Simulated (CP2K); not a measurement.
Consider acrylic acid at its PBE geometry (Å).

```xyz
9

C    -1.5687   -0.2093   -0.2385
C    -0.4658    0.3596    0.2623
C     0.8836   -0.1538   -0.0745
O     1.8612    0.5960    0.5468
O     1.1438   -1.1061   -0.7973
H    -1.4932   -1.0675   -0.9070
H    -2.5601    0.1695    0.0070
H    -0.5109    1.2190    0.9310
H     2.7100    0.1927    0.2703
```

Method: CP2K XAS_TDP, all-electron GAPW, PBEh(45%), aug-cc-pVDZ, TDA, GW2X-corrected core level, no relativity.

Question: Where do the O K-edge lines lie, and how strong are they?

Leading lines: O4 535.24 eV and O5 531.83 eV. The leading line of an atom is its first one with 35 % of the strongest within 2.5 eV of its lowest line over the strength cut. Core ionisation energies at this level: O4 539.77 and O5 537.79 eV.

The first six lines of each atom with a strength over 0.0015:

```tsv
atom	energy (eV)	states	strength, one atom	above the computed threshold
O4 (bonded to C and H)	535.24	1	0.0132	
	536.65	1	0.0203	
	538.54	1	0.0047	
	539.17	1	0.0159	
	539.19	1	0.0042	
	539.29	1	0.0025	
O5 (bonded to C)	531.83	1	0.0334	
	535.97	1	0.0018	
	536.69	1	0.0029	
	536.74	1	0.0068	
	538.44	1	0.0025	yes
	538.79	1	0.0043	yes
```

Lines are vertical, at one geometry, with no vibrational structure. GW2X ionisation energies and lines can be off by 1 to 2 eV either way, and a good line position may hide errors that cancel. These values hold no scalar relativity, about 0.4 eV for O 1s. Rydberg lines, and the discretised continuum above threshold, depend on the basis and the box.

[Banner, clock and machine lines of the logs are left out without a mark of their own.]

[Logs are printed without paths, hosts, clocks, repeated set-up lines and the standing remarks that a program may print on its own settings, such as how far it seeks lower states.]

[Hosts, paths, dates, database ids (printed as entryN), source tags and the programs' standing remarks are cut or masked in the printed files.]
